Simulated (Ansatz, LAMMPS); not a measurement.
**Molecular dynamics of amorphous carbon (160 atoms)**

Wanted: a short trajectory of amorphous carbon (160 atoms) with its pair distributions.

Program: Ansatz 0.2.0. Level of theory: Kohn-Sham DFT, PBE, PAW (set soft_2), plane waves. Results are calculated unless marked as measured.

## Step 1: Set-up

The cell holds 160 atoms: 160 C. Cell: a = 10.861 Å, b = 10.861 Å, c = 10.861 Å, α = 90.0°, β = 90.0°, γ = 90.0°. 160 atoms (160 C) placed at random at 2.49 g/cm³, melted at 5500 K for 10 ps at fixed volume with the LCBOP (Los and Fasolino, Phys. Rev. B 68, 024107 (2003)). Quenched from 5500 K to 700 K at 500 K/ps and fixed volume, held 5 ps.

Limits known from the start: The quench rate of 500 K/ps is orders of magnitude faster than experiment, which tends to freeze in extra defects. The network of bonds at the start is that of the classical potential that made the cell. Sampling is at Γ alone, for a cell whose shortest periodic width is 11 Å.

## Step 2: Dynamics started at 600 K

A Nosé–Hoover thermostat steers the temperature while disturbing the dynamics little. The time step is 1.0 fs.

input.yaml reads:

```yaml
crystal:
  lattice:
    - [10.8607, 0.0, 0.0]
    - [0.0, 10.8607, 0.0]
    - [0.0, 0.0, 10.8607]
  atoms:
    - { symbol: C, position: [0.70902, 0.62782, 0.19501] }
    - { symbol: C, position: [0.85091, 0.07096, 0.8016] }
    - { symbol: C, position: [0.16584, 0.11367, 0.89488] }
    - { symbol: C, position: [0.6071, 0.2645, 0.46702] }
    [... 150 atom lines left out ...]
    - { symbol: C, position: [0.37463, 0.31534, 0.96621] }
    - { symbol: C, position: [0.66435, 0.37042, 0.83858] }
    - { symbol: C, position: [0.25385, 0.84168, 0.0002] }
    - { symbol: C, position: [0.21018, 0.11703, 0.3804] }
    - { symbol: C, position: [0.81278, 0.2892, 0.55544] }
    - { symbol: C, position: [0.26178, 0.95764, 0.65563] }
kpoints:
  mp_grid: { grid: [1, 1, 1] }
hamiltonian:
  xc: pbe
scf:
  occupations: { method: fermi_dirac, width: 0.025 }
output:
  forces: true
  stress: true
md:
  timestep: 1.0
  n_steps: 104
  ensemble: nvt_nose_hoover
  temperature: 600
  initial_velocities: maxwell_boltzmann
  seed: 931
```

Run with:

```sh
$ ansatz run input.yaml --threads 4 --pin off --max-ram 8192MiB --backend cpu --events-out ev --progress --plain --runs-dir out
```

The job ended after 20 min (4 threads of Arm Neoverse V2, shared host; peak memory 2 GiB).

The program notes that the SCF threshold is loose for the stress and it switched symmetry off.

Rows from the run:

| time (fs) | T (K) | potential (meV/atom) | conserved (meV/atom) |
| --- | --- | --- | --- |
| 0.0 | 600 | 0.0 | 0.00 |
| 7.0 | 829 | -29.9 | -0.34 |
| 14.0 | 752 | -20.0 | -0.12 |
| 21.0 | 857 | -34.4 | -0.24 |
| 28.0 | 767 | -23.8 | -0.18 |
| 35.0 | 783 | -27.2 | -0.22 |
| 42.0 | 767 | -26.7 | -0.15 |
| 49.0 | 835 | -37.4 | -0.28 |
| 55.0 | 752 | -28.3 | -0.18 |
| 62.0 | 777 | -33.7 | -0.26 |
| 69.0 | 798 | -38.4 | -0.29 |
| 76.0 | 764 | -35.9 | -0.30 |
| 83.0 | 721 | -31.9 | -0.18 |
| 90.0 | 816 | -45.8 | -0.29 |
| 97.0 | 789 | -43.9 | -0.26 |
| 104.0 | 841 | -52.3 | -0.34 |

Mean square displacement from the first frame to the last: C 0.086 Å².

The mean square displacement by time lag:

time lag (fs), mean square displacement (Å²) and a bar:
```
      1.0     0.0002 
      3.0     0.0014 #
      5.0     0.0038 ##
      7.0     0.0071 ###
     11.0     0.0151 #######
     13.0     0.0192 #########
     15.0     0.0231 ###########
     18.0     0.0284 #############
     20.0     0.0315 ##############
     22.0     0.0345 ################
     24.0     0.0373 #################
     28.0     0.0431 ####################
     30.0     0.0460 #####################
     32.0     0.0489 #######################
     35.0     0.0530 ########################
     37.0     0.0554 ##########################
     39.0     0.0575 ##########################
     41.0     0.0593 ###########################
     45.0     0.0619 ############################
     47.0     0.0629 #############################
     49.0     0.0638 #############################
     52.0     0.0651 ##############################
```

Over the second half of 104 fs the temperature averages 779 K with swings of 32 K r.m.s. The conserved energy stays within 0.35 meV/atom. The atoms reach a mean square displacement of 0.086 Å² at the end; the farthest move is 0.83 Å. The mean temperature of 779 K lies well off the 600 K of the input, so the thermostat hasn't yet brought the run to equilibrium. The count of bonds goes from 239 in the first frame to 245 in the last, by one set of cutoffs: 1 pairs passed out of them and 7 came within. The run spans 0.10 ps, too short for its means to be equilibrium values.

## Step 3: Distances and neighbours late in the run

The g(r) is a mean over the second half; what follows it is taken at the last frame.

Density 2.49 g/cm³, 8.007 Å³ an atom.

Mean of 15 frames. Pair distribution function in bins of 0.2 Å:

```csv
r (Å),total
1.20,0.03
1.40,3.17
1.60,1.28
1.80,0.05
2.00,0.05
2.20,0.25
2.40,1.33
2.60,1.54
2.80,0.92
3.00,0.97
3.20,1.02
3.40,1.05
3.60,1.15
3.80,1.19
4.00,0.92
4.20,0.90
4.40,0.94
4.60,0.98
4.80,1.01
5.00,1.00
5.20,0.96
```

Bonds by pair of elements; cutoffs follow the first minimum of g(r), held within bounds set by covalent radii, and pairs that aren't listed don't count as bonded:

```
pair A-B  cutoff (Å)  bonds  mean length (Å)  spread (Å)  shortest (Å)  B about A  A about B
     C-C        1.88    245             1.48       0.078          1.32       3.06       3.06
```

How many atoms have how many bonded neighbours:

```
element  mean  2    3   4
      C  3.06  1  148  11
```

Bond angles, per cent of each kind in bins of 5°:

```csv
angle (°),C-C-C
45–50,0.2
50–55,0.0
55–60,0.2
60–65,0.0
65–70,0.0
70–75,0.2
75–80,0.2
80–85,1.0
85–90,1.2
90–95,2.0
95–100,2.9
100–105,6.1
105–110,8.2
110–115,17.0
115–120,20.0
120–125,14.9
125–130,13.1
130–135,7.2
135–140,2.5
140–145,2.0
145–150,0.8
150–155,0.2
155–160,0.2
```

Bond angles (no mean is given where the spread exceeds 20°):

```csv
angle,count,mean (°),spread (°)
C-C-C,511,117,12.7
```

Bond length by coordination (bonds to H left out):

| element | coordination | atoms | mean bond length (Å) |
| --- | --- | --- | --- |
| C | 2 | 1 | 1.46 |
| C | 3 | 148 | 1.47 |
| C | 4 | 11 | 1.57 |

Rings of the network by King's shortest-path rule, up to 12 atoms, one path for each pair of neighbours; H, halogens, alkali and alkaline-earth atoms are left out, and the last column divides by all other atoms, bonded or not:

| ring size (atoms) | rings | per network atom |
| --- | --- | --- |
| 3 | 1 | 0.006 |
| 4 | 4 | 0.025 |
| 5 | 6 | 0.038 |
| 6 | 7 | 0.044 |
| 7 | 15 | 0.094 |
| 8 | 17 | 0.106 |
| 9 | 33 | 0.206 |
| 10 | 19 | 0.119 |
| 11 | 26 | 0.162 |
| 12 | 6 | 0.038 |

With the cutoffs above, 92 % of C atoms have 3 bonded neighbours. The C-C-C angle averages 117° with a spread of 13°. Read as hybridisation, 7 % of the carbon is sp3 and 92 % sp2. Bonds at C atoms with 3 neighbours average 1.47 Å, against 1.57 Å at those with 4. Rings of 9 atoms are the most common (25 % of those counted); sizes run from 3 to 12, where the search stops.

## Step 4: Single point at the last frame

The last frame is solved again with fuller output, to read the electronic structure of a thermally displaced geometry.

input.yaml reads:

```yaml
crystal:
  lattice:
    - [10.8607, 0.0, 0.0]
    - [0.0, 10.8607, 0.0]
    - [0.0, 0.0, 10.8607]
  atoms:
    - { symbol: C, position: [0.72473, 0.66147, 0.19329] }
    - { symbol: C, position: [0.82967, 0.07202, 0.7997] }
    - { symbol: C, position: [0.16269, 0.1409, 0.89792] }
    - { symbol: C, position: [0.62123, 0.27789, 0.46288] }
    [... 150 atom lines left out ...]
    - { symbol: C, position: [0.37075, 0.30467, 0.97796] }
    - { symbol: C, position: [0.69111, 0.36394, 0.84662] }
    - { symbol: C, position: [0.23784, 0.85303, 0.01098] }
    - { symbol: C, position: [0.1971, 0.10468, 0.35786] }
    - { symbol: C, position: [0.80397, 0.30694, 0.56512] }
    - { symbol: C, position: [0.25018, 0.9676, 0.68312] }
kpoints:
  mp_grid: { grid: [1, 1, 1] }
hamiltonian:
  xc: pbe
scf:
  occupations: { method: fermi_dirac, width: 0.025 }
output:
  forces: true
  stress: true
  populations: true
  dos:
    method: { smearing: { sigma: 0.15 } }
    de: 0.1
    projected: { site_lists: { C: [C] } }
  eigenvalues: true
  write_density: true
  write_potential: true
  volumetric_format: npy
```

Run time: 34 s. Hardware: 4 threads; peak memory 1.9 GiB; 2.2 min of CPU time.

Numbers from this run:

```yaml
free_energy: -39996.1511 eV
free_energy_per_atom: -249.9759 eV/atom
scf_cycles: 14
pressure: -1.855 GPa
r_m_s_force_component: 1.392 eV/Å
longest_force: 5.962 eV/Å
fermi_energy: 8.193 eV
levels_partly_filled_by_over_2_per_cent: 4
spilling_of_the_projection: 0.007821
```

Neighbours are counted within 1.88 Å (C-C), the cutoffs taken from the dynamics.

Length of the force by element and coordination:

```csv
element,coordination,atoms,mean length of the force (eV/Å),spread,least,most
C,all,160,2.21,0.963,0.468,5.96
C,2,1,2.94,0,2.94,2.94
C,3,148,2.18,0.958,0.468,5.96
C,4,11,2.50,1.000,0.898,4.22
```

The mean of these charges, 0.031 e, is only the charge that the projection spills.

Löwdin charges by element and coordination (they lack the spilled electrons, 0.031 e an atom on average):

```csv
element,coordination,atoms,mean charge (e),spread,least,most
C,all,160,0.0313,0.0297,-0.0776,0.107
C,2,1,-0.0675,0,-0.0675,-0.0675
C,3,148,0.0304,0.0289,-0.0776,0.107
C,4,11,0.0516,0.017,0.0275,0.0768
```

States in the cell by windows of 1 eV, zero at the Fermi level; the larger projections on atomic orbitals stand beside the total:

```
from (eV)  to (eV)  total   C p  C s
      -10       -9   35.2  29.2  5.7
       -9       -8   43.2  38.2  4.6
       -8       -7   46.0  41.9  3.8
       -7       -6   46.7  43.2  3.2
       -6       -5   51.5  48.2  3.1
       -5       -4   37.4  35.2  2.1
       -4       -3   38.0  35.9  1.9
       -3       -2   37.0  35.0  1.8
       -2       -1   30.7  29.0  1.5
       -1        0   32.0  29.9  1.8
        0        1   26.3  24.4  1.4
        1        2   28.7  26.2  1.8
        2        3   30.4  27.2  2.2
        3        4   28.7  25.0  2.5
        4        5   31.5  26.4  3.4
```

Between -21 and -10 eV lie 242 more states.

The levels nearest the highest filled one (over half full), pooled over k-points and spins:

```csv
level less the highest filled one (eV),occupation
-0.340,2
-0.250,2
-0.210,2
-0.144,2.00
-0.0441,1.80
0,1.21
0.0165,0.882
0.0807,0.114
0.186,0.002
0.265,0
0.335,0
0.398,0
```

Löwdin charges run from -0.08 to +0.11 e, about a mean that is the spilled charge alone. Within 0.4 eV of the Fermi level the largest share is C p (94 % of the projected weight).

## Step 5: What came out

* mean temperature, second half: 778.7 K
* temperature swing, second half: 31.59 K
* mean pressure, second half: -0.0141 GPa
* slope of the conserved energy against time, by least squares: -1.003 meV/atom/ps
* free energy per atom: -249.9759 eV/atom
* pressure: -1.855 GPa
* r.m.s. force component: 1.392 eV/Å
* wall time of the 2 DFT runs: 20 min

**Reading.** Over the second half of 104 fs the temperature averages 779 K with swings of 32 K r.m.s. The conserved energy stays within 0.35 meV/atom. The mean temperature of 779 K lies well off the 600 K of the input, so the thermostat hasn't yet brought the run to equilibrium. The count of bonds goes from 239 in the first frame to 245 in the last, by one set of cutoffs: 1 pairs passed out of them and 7 came within. The run spans 0.10 ps, too short for its means to be equilibrium values. With the cutoffs above, 92 % of C atoms have 3 bonded neighbours. Read as hybridisation, 7 % of the carbon is sp3 and 92 % sp2.

4 levels are partly filled, by over 2 % (at Γ alone): no clear gap opens at this level. Levels of broken or missing bonds inside a gap of the host would look the same.

**Limits.** The network of bonds at the start is that of the classical potential that made the cell; in DFT 1 of its 239 bonded pairs passed out of the cutoffs and 7 came within them. The stress is far from hydrostatic: its diagonal is -7.3, -0.4, 2.2 GPa, compression counted positive. The pressure of -1.9 GPa is that of one thermal frame at a volume set beforehand, without the kinetic term.

[Logs are printed without paths, hosts, clocks, repeated set-up lines and the standing remarks that a program may print on its own settings, such as how far it seeks lower states.]

[Hosts, paths, dates, database ids (printed as entryN), source tags and the programs' standing remarks are cut or masked in the printed files.]
